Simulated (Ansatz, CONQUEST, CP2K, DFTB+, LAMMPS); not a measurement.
**Running liquid (K,Li)(F,Br) at 1400 K (98 atoms) with CP2K**

Aim: run liquid (K,Li)(F,Br) at 1400 K (98 atoms) in CP2K and see how near its forces come to a plane-wave reference, and at what cost.

Calculated with CP2K 2026.2; the method is named at each step.

## (1) Set-up

The cell holds 98 atoms: 25 K, 24 Li, 28 F and 21 Br. Cell: a = 14.398 Å, b = 14.398 Å, c = 14.398 Å, α = 90.0°, β = 90.0°, γ = 90.0°. 98 atoms (25 K, 24 Li, 28 F, 21 Br) placed at random at 1.87 g/cm³, melted at 1800 K for 10 ps at fixed volume with the Lennard-Jones and Coulomb ion parameters for SPC/E (Joung and Cheatham, J. Phys. Chem. B 112, 9020 (2008)), full charges. Snapshot at the end of a hold of 20 ps at 1400 K and fixed volume.

The yardstick, on the same geometry:

| Property | Result |
| --- | --- |
| method | Kohn-Sham DFT, PBE, PAW, plane waves (Ansatz 0.2.0); cutoff 420 eV, Γ point, fermi-dirac smearing of 0.05 eV; PAW set soft_2 |
| r.m.s. force component | 0.3973 eV/Å |
| longest force | 1.566 eV/Å |
| pressure | -1.967 GPa |
| gap (highest filled to lowest empty level) | 3.088 eV |
| SCF cycles | 10 |
| time | 21 s on 4 threads of Intel Xeon 6975P-C (Granite Rapids), shared host |
| CPU time | 79 s |

## (2) PBE, DZVP-MOLOPT-SR, 800/50 Ry, OT DIIS

Method: Kohn-Sham DFT, PBE, GTH-PBE pseudopotentials, Gaussian and plane waves, DZVP-MOLOPT-SR-GTH, orbital transformation.

Contents of input.inp:

```
&GLOBAL
  PROJECT cell
  RUN_TYPE ENERGY_FORCE
  PRINT_LEVEL LOW
&END GLOBAL
&FORCE_EVAL
  METHOD QS
  STRESS_TENSOR ANALYTICAL
  &DFT
    BASIS_SET_FILE_NAME BASIS_MOLOPT
    POTENTIAL_FILE_NAME GTH_POTENTIALS
    &MGRID
      CUTOFF 800
      REL_CUTOFF 50
      NGRIDS 5
    &END MGRID
    &QS
      EPS_DEFAULT 1.0E-12
    &END QS
    &SCF
      SCF_GUESS ATOMIC
      EPS_SCF 1.0E-06
      MAX_SCF 30
      &OT
        MINIMIZER DIIS
        PRECONDITIONER FULL_ALL
        ENERGY_GAP 0.001
      &END OT
      &OUTER_SCF
        EPS_SCF 1.0E-06
        MAX_SCF 8
      &END OUTER_SCF
      &PRINT
        &RESTART OFF
        &END RESTART
      &END PRINT
    &END SCF
    &XC
      &XC_FUNCTIONAL PBE
      &END XC_FUNCTIONAL
    &END XC
    &PRINT
      &MULLIKEN ON
      &END MULLIKEN
      &HIRSHFELD ON
        SHAPE_FUNCTION DENSITY
      &END HIRSHFELD
      &MO_CUBES
        NHOMO 1
        NLUMO 4
        WRITE_CUBE F
      &END MO_CUBES
    &END PRINT
  &END DFT
  &SUBSYS
    &CELL
      A 14.39790 0.00000 0.00000
      B 0.00000 14.39790 0.00000
      C 0.00000 0.00000 14.39790
    &END CELL
    &COORD
      K 11.36268 10.45316 10.12201
      K 12.92111 2.80730 6.62044
      K 9.15505 4.76858 9.54048
      K 5.34608 13.45066 1.10029
      K 6.46984 3.59703 13.34412
      K 7.62642 13.30006 11.54107
      K 13.36024 13.11908 8.39124
      K 8.36936 1.61760 2.93170
      K 13.31950 4.22161 13.26061
      K 6.33162 9.15332 9.13820
      K 1.21979 9.55473 8.44610
      K 11.02116 6.13739 4.76858
      K 5.94173 1.84178 6.70251
      K 3.41806 5.26301 1.35225
      K 7.85607 12.22929 6.77263
      K 1.98605 4.38488 3.99527
      K 0.94177 8.42752 13.26623
      K 10.25058 11.45943 2.38026
      K 7.47395 7.05612 14.29855
      K 2.45815 13.71227 6.50771
      K 3.41893 11.94018 11.06738
      K 13.60702 6.85700 9.56985
      K 10.46396 5.19750 0.72781
      K 5.41476 6.39281 6.26136
      K 1.89908 3.56103 9.86227
      Li 2.12974 12.42654 1.32777
      Li 11.65899 12.78677 12.32201
      Li 4.74454 7.97241 11.89353
      Li 9.85507 9.60210 7.38468
      Li 13.06955 12.36708 1.32461
      Li 10.58462 0.58383 9.86559
      Li 13.10785 1.61386 10.57382
      Li 5.02559 10.58490 13.58643
      Li 12.85963 10.08386 5.64815
      Li 13.45901 12.63185 4.55290
      Li 6.25977 3.96806 3.38005
      Li 0.22936 0.28249 2.40934
      Li 9.57863 2.15292 13.17034
      Li 6.46034 6.48582 3.01852
      Li 13.75158 10.17327 2.59508
      Li 11.23900 9.32192 14.35298
      Li 12.19315 1.66267 2.59393
      Li 4.59639 9.02072 2.56599
      Li 0.47887 12.30085 13.08452
      Li 7.87925 8.19111 4.00218
      Li 12.48528 0.77130 14.21922
      Li 1.25046 7.43162 4.08252
      Li 2.68492 1.55037 0.14369
      Li 1.45131 10.78532 5.10449
      F 7.85204 6.26957 4.37451
      F 11.21683 2.45902 0.01353
      F 0.26967 9.26937 4.27358
      F 11.01065 13.01527 10.25174
      F 8.92238 10.80951 8.59324
      F 11.57534 0.84674 11.67526
      F 12.07293 10.11467 7.46603
[... 38 atom lines left out ...]
      Br 0.24836 6.22421 6.39108
      Br 0.04579 6.63383 1.66612
      Br 0.09661 2.33275 0.80887
      Br 10.03937 8.04324 1.90974
    &END COORD
    &KIND K
      BASIS_SET DZVP-MOLOPT-SR-GTH-q9
      POTENTIAL GTH-PBE-q9
    &END KIND
    &KIND Li
      BASIS_SET DZVP-MOLOPT-SR-GTH-q3
      POTENTIAL GTH-PBE-q3
    &END KIND
    &KIND F
      BASIS_SET DZVP-MOLOPT-SR-GTH-q7
      POTENTIAL GTH-PBE-q7
    &END KIND
    &KIND Br
      BASIS_SET DZVP-MOLOPT-SR-GTH-q7
      POTENTIAL GTH-PBE-q7
    &END KIND
  &END SUBSYS
  &PRINT
    &FORCES ON
    &END FORCES
    &STRESS_TENSOR ON
    &END STRESS_TENSOR
  &END PRINT
&END FORCE_EVAL
```

Command:

```sh
$ OMP_NUM_THREADS=1 cp2k.psmp -i input.inp > output.txt
```

Numbers of over 12 decimals in the logs are rounded to 6 here.

Log:

```text
CP2K| version string:                                       CP2K version 2026.2
 CP2K| Input file name                                                 input.inp
 GLOBAL| Basis set file name                                        BASIS_MOLOPT
 GLOBAL| Potential file name                                      GTH_POTENTIALS
 GLOBAL| Run type                                                   ENERGY_FORCE
 GLOBAL| Total number of message passing processes                             1
 GLOBAL| Number of threads for this process                                    1
 TOTAL NUMBERS AND MAXIMUM NUMBERS
  Total number of            - Atomic kinds:                                   4
                             - Atoms:                                         98
                             - Shell sets:                                    98
                             - Shells:                                       491
                             - Primitive Cartesian functions:                494
                             - Cartesian basis functions:                   1205
                             - Spherical basis functions:                   1131
  Maximum angular momentum of- Orbital basis functions:                        2
                             - Local part of the GTH pseudopotential:          6
                             - Non-local part of the GTH pseudopotential:      4
 SCF PARAMETERS         Density guess:                                    ATOMIC
                        max_scf:                                              30
                        eps_scf:                                        1.00E-06
                        Outer loop SCF in use
                        eps_scf                                         1.00E-06
                        max_scf                                                8
 Extrapolation method: initial_guess
 Number of electrons:                                                        640
[... lines left out ...]
  Step     Update method      Time    Convergence         Total energy    Change
[... lines left out ...]
  Total energy:                                             -1851.672397
[... lines left out ...]
                                         using   7 DIIS vectors
                                         safer DIIS on
  Preconditioner : FULL_ALL            : diagonalization, state selective
  Precond_solver : DEFAULT
  stepsize       :    0.15000000                  energy_gap     :    0.00100000
  eps_taylor     :   0.10000E-15                  max_taylor     :             4
  ----------------------------------- OT ---------------------------------------
  Step     Update method      Time    Convergence         Total energy    Change
[...]
4 OT DIIS     0.15E+00   23.2     0.00000125     -1851.6737548499 -2.31E-06
     5 OT DIIS     0.15E+00   23.2     0.00000055     -1851.6737548745 -2.45E-08
  *** SCF run converged in     5 steps ***
  Electronic density on regular grids:       -640.0000000001       -0.0000000001
  Core density on regular grids:              639.9999999994       -0.0000000006
  Total charge density on r-space grids:       -0.0000000007
  Total charge density g-space grids:          -0.0000000007
  Overlap energy of the core charge distribution:               5.569e-11
  Self energy of the core charge distribution:              -3961.735269
  Core Hamiltonian energy:                                    982.058087
  Hartree energy:                                            1468.383760
  Exchange-correlation energy:                               -340.380333
  Total energy:                                             -1851.673755
  outer SCF iter =    2 RMS gradient =   0.55E-06 energy =      -1851.6737548745
  outer SCF loop converged in   2 iterations or   35 steps
 !-----------------------------------------------------------------------------!
                     Mulliken Population Analysis
 #  Atom  Element  Kind  Atomic population                           Net charge
       1     K        1          8.368765                              0.631235
       2     K        1          8.340610                              0.659390
       3     K        1          8.327030                              0.672970
[...]
97     Br       4          7.573055                             -0.573055
      98     Br       4          7.611220                             -0.611220
 # Total charge                            640.000000                 -0.000000
 !-----------------------------------------------------------------------------!
 !-----------------------------------------------------------------------------!
                           Hirshfeld Charges
  #Atom  Element  Kind  Ref Charge     Population                    Net charge
      1       K      1       9.000          8.645                         0.355
      2       K      1       9.000          8.622                         0.378
      3       K      1       9.000          8.539                         0.461
[...]
97       Br     4       7.000          7.127                        -0.127
     98       Br     4       7.000          7.166                        -0.166
  Total Charge                                                           -0.000
 !-----------------------------------------------------------------------------!
  Eigenvalues of the occupied subspace spin            1
      -1.72504414     -1.69361402     -1.69318455     -1.68993700
      -1.68721681     -1.68360972     -1.67896895     -1.67796037
      -1.67610183     -1.67311834     -1.67183099     -1.66902098
[...]
-0.03682196     -0.03618111     -0.03361337     -0.03247582
 Fermi Energy [eV] :   -0.883712
  Using OT eigensolver for additional unoccupied orbitals spin            1
  Lowest Eigenvalues of the unoccupied subspace spin            1
 OT| Eigensolver reached convergence in 225 iterations
       0.07932358      0.10487997      0.10875179      0.11567001
 HOMO - LUMO gap [eV] :    3.042217
 ENERGY| Total FORCE_EVAL ( QS ) energy [hartree]          -1851.673755
 FORCES| Atomic forces [hartree/bohr]
 FORCES|   Atom     x               y               z               |f|
 FORCES|      1 -1.42817962E-02 -1.39950094E-03 -7.32121342E-03   1.61098874E-02
 FORCES|      2 -1.27034911E-03  3.62887623E-04  1.57052618E-02   1.57607335E-02
 FORCES|      3  1.04631838E-02  8.66725937E-03  3.54338150E-03   1.40411949E-02
[...]
FORCES|     97  5.86115124E-03 -1.40954252E-03  1.43059844E-02   1.55242099E-02
 FORCES|     98 -4.16102313E-03  4.88886137E-03  9.05628185E-03   1.11009603E-02
 FORCES| Sum     1.96069650E-03 -4.71114209E-03  1.10093147E-02
 FORCES| Total atomic force                                       1.21344221E-02
 STRESS| Analytical stress tensor [bar]
 STRESS|                        x                   y                   z
 STRESS|      x       -1.79599277600E+04   3.76525098624E+02  -5.22593879624E+02
 STRESS|      y        3.76525098624E+02  -1.62070883504E+04   2.58868472059E+02
 STRESS|      z       -5.22593879624E+02   2.58868472059E+02  -2.15969509651E+04
 STRESS| 1/3 Trace                                            -1.85879890252E+04
```

The job ended after 14 min (1 thread of Intel Xeon 6975P-C (Granite Rapids), shared host; peak memory 5.7 GiB).

Banners, paths, timers and routine set-up lines are dropped from the logs unmarked, and long logs keep their key lines alone; longer cuts are marked.

Against the reference:

```
r.m.s. force component                           : 0.4169 eV/Å
r.m.s. difference of force components            : 52.08 meV/Å
longest difference of force vectors              : 183.5 meV/Å
force difference over r.m.s. force               : 13.11 %
slope of forces against the reference's          : 1.042
correlation of force components                  : 0.993
gap (highest filled to lowest empty level) : 3.042 eV
gap difference                                   : -0.0455 eV
pressure                                         : -1.859 GPa
pressure difference                              : 0.1084 GPa
```

Length of the force difference by element (eV/Å):

```
element  atoms   mean   most
     Br     21  0.048  0.099
      F     28   0.13   0.18
      K     25  0.045  0.074
     Li     24  0.084   0.18
```

A closer look about Li31, picked at random: 10 atoms, nearest first, numbered in the order of the input, with positions taken from that point.

```
atom      x      y      z  distance (Å)  Hirshfeld charge (e)     Fx     Fy  Fz (eV/Å)
Li31   0.00   0.00   0.00          0.00                  0.22   1.13  -0.33       0.43
 F53   0.43  -1.97   0.39          2.05                 -0.39   0.11  -0.12       0.02
 F55   0.99   0.26   1.81          2.08                 -0.35   0.25   0.50      -0.13
 F70   1.48   0.79  -1.31          2.13                 -0.41  -0.16  -0.50       0.41
Br93  -2.16   1.22   0.42          2.52                 -0.22  -0.18   0.04       0.20
Li32   2.52   1.03   0.71          2.82                  0.21  -0.45   0.38      -0.26
Li27   1.07  -2.19   2.46          3.46                  0.21   0.20   0.99      -0.55
  K7   2.78  -1.86  -1.47          3.65                  0.37  -0.50   0.43       0.37
  K6  -2.96  -1.68   1.68          3.79                  0.42   0.28  -0.12      -0.40
Li38  -1.01   1.57   3.30          3.79                  0.23   1.10   0.37       0.05
```

Forces lie 13 % from the reference's, at 11 times its CPU time (on 1 against 4 cores).

The forces add up to 0.62 eV/Å instead of zero, usually a sign of too coarse a grid.

## (3) PBE, DZVP-MOLOPT-SR, 800/50 Ry, diagonalisation

Method: Kohn-Sham DFT, PBE, GTH-PBE pseudopotentials, Gaussian and plane waves, DZVP-MOLOPT-SR-GTH, diagonalisation.

input.inp: that of step 2 with these lines changed.

```diff
@@ -22,12 +22,16 @@
       EPS_SCF 1.0E-06
-      MAX_SCF 30
-      &OT
-        MINIMIZER DIIS
-        PRECONDITIONER FULL_ALL
-        ENERGY_GAP 0.001
-      &END OT
-      &OUTER_SCF
-        EPS_SCF 1.0E-06
-        MAX_SCF 8
-      &END OUTER_SCF
+      MAX_SCF 200
+      ADDED_MOS 14
+      &DIAGONALIZATION
+        ALGORITHM STANDARD
+      &END DIAGONALIZATION
+      &SMEAR ON
+        METHOD FERMI_DIRAC
+        ELECTRONIC_TEMPERATURE [K] 580
+      &END SMEAR
+      &MIXING
+        METHOD BROYDEN_MIXING
+        ALPHA 0.3
+        NBROYDEN 8
+      &END MIXING
       &PRINT
@@ -47,7 +51,11 @@
       &END HIRSHFELD
-      &MO_CUBES
-        NHOMO 1
-        NLUMO 4
-        WRITE_CUBE F
-      &END MO_CUBES
+      &MO ON
+        EIGENVALUES T
+        OCCUPATION_NUMBERS T
+        MO_INDEX_RANGE 309 332
+        &EACH
+          QS_SCF 0
+        &END EACH
+        ADD_LAST NUMERIC
+      &END MO
     &END PRINT
@@ -60,5 +68,6 @@
     &END CELL
-    &COORD
-[... 98 atom lines left out: the same atoms as in the first run ...]
-    &END COORD
+    &TOPOLOGY
+      COORD_FILE_NAME structure.xyz
+      COORD_FILE_FORMAT XYZ
+    &END TOPOLOGY
     &KIND K
```

Contents of structure.xyz:

```xyz
98

K 11.36268 10.45316 10.12201
K 12.92111 2.80730 6.62044
K 9.15505 4.76858 9.54048
K 5.34608 13.45066 1.10029
K 6.46984 3.59703 13.34412
K 7.62642 13.30006 11.54107
K 13.36024 13.11908 8.39124
K 8.36936 1.61760 2.93170
K 13.31950 4.22161 13.26061
K 6.33162 9.15332 9.13820
K 1.21979 9.55473 8.44610
K 11.02116 6.13739 4.76858
K 5.94173 1.84178 6.70251
K 3.41806 5.26301 1.35225
K 7.85607 12.22929 6.77263
K 1.98605 4.38488 3.99527
K 0.94177 8.42752 13.26623
K 10.25058 11.45943 2.38026
K 7.47395 7.05612 14.29855
K 2.45815 13.71227 6.50771
[... 74 atom lines left out ...]
Br 0.24836 6.22421 6.39108
Br 0.04579 6.63383 1.66612
Br 0.09661 2.33275 0.80887
Br 10.03937 8.04324 1.90974
```

Log:

```text
CP2K| version string:                                       CP2K version 2026.2
 CP2K| Input file name                                                 input.inp
 GLOBAL| Basis set file name                                        BASIS_MOLOPT
 GLOBAL| Potential file name                                      GTH_POTENTIALS
[... lines left out ...]
 Number of electrons:                                                        640
[... lines left out ...]
  Step     Update method      Time    Convergence         Total energy    Change
[... lines left out ...]
  *** SCF run converged in    22 steps ***
[... lines left out ...]
  Fermi energy:                                                 0.024341
  Total energy:                                             -1851.673727
  Total energy (extrapolated to T->0):                      -1851.673727
[... lines left out ...]
 MO| E(Fermi):            0.024341 a.u.          0.662360 eV
[... lines left out ...]
 ENERGY| Total FORCE_EVAL ( QS ) energy [hartree]          -1851.673755
[... lines left out ...]
 FORCES|      1 -1.42818209E-02 -1.39937041E-03 -7.32128343E-03   1.61099298E-02
 FORCES|      2 -1.27030930E-03  3.62730940E-04  1.57052042E-02   1.57606693E-02
 FORCES|      3  1.04632526E-02  8.66751603E-03  3.54312028E-03   1.40413386E-02
[...]
FORCES|     97  5.86106605E-03 -1.40952671E-03  1.43059342E-02   1.55241301E-02
 FORCES|     98 -4.16102926E-03  4.88895988E-03  9.05621188E-03   1.11009489E-02
 FORCES| Sum     1.96071360E-03 -4.71113917E-03  1.10093121E-02
 FORCES| Total atomic force                                       1.21344214E-02
 STRESS| Analytical stress tensor [bar]
 STRESS|                        x                   y                   z
 STRESS|      x       -1.79599297662E+04   3.76523579783E+02  -5.22619603142E+02
 STRESS|      y        3.76523579783E+02  -1.62071467106E+04   2.58867722251E+02
 STRESS|      z       -5.22619603142E+02   2.58867722251E+02  -2.15969819664E+04
 STRESS| 1/3 Trace                                            -1.85880194811E+04
```

The job ended after 10 min (1 thread; peak memory 11 GiB).

Against the reference:

```
r.m.s. force component                           : 0.4169 eV/Å
r.m.s. difference of force components            : 52.08 meV/Å
longest difference of force vectors              : 183.5 meV/Å
force difference over r.m.s. force               : 13.11 %
slope of forces against the reference's          : 1.042
correlation of force components                  : 0.993
gap (highest filled to lowest empty level) : 3.042 eV
gap difference                                   : -0.0455 eV
pressure                                         : -1.859 GPa
pressure difference                              : 0.1084 GPa
energy less the same-level run's                 : 0 meV/atom
r.m.s. force difference from the same-level run  : 0.006 meV/Å
```

Against the first run (13 %), the force difference from the reference is 13 %, at 0.73 times the CPU time (22 SCF steps against 35): another solver or mixer reaches the same state.

The forces add up to 0.62 eV/Å instead of zero, usually a sign of too coarse a grid.

(Continued in part 2 of 2.)

[Also dropped from logs without a mark: logging warnings of Python, and SIESTA's first energy breakdown and zero terms.]

[Logs are printed without paths, hosts, clocks, repeated set-up lines and the standing remarks that a program may print on its own settings, such as how far it seeks lower states.]

[Hosts, paths, dates, database ids (printed as entryN), source tags and the programs' standing remarks are cut or masked in the printed files.]
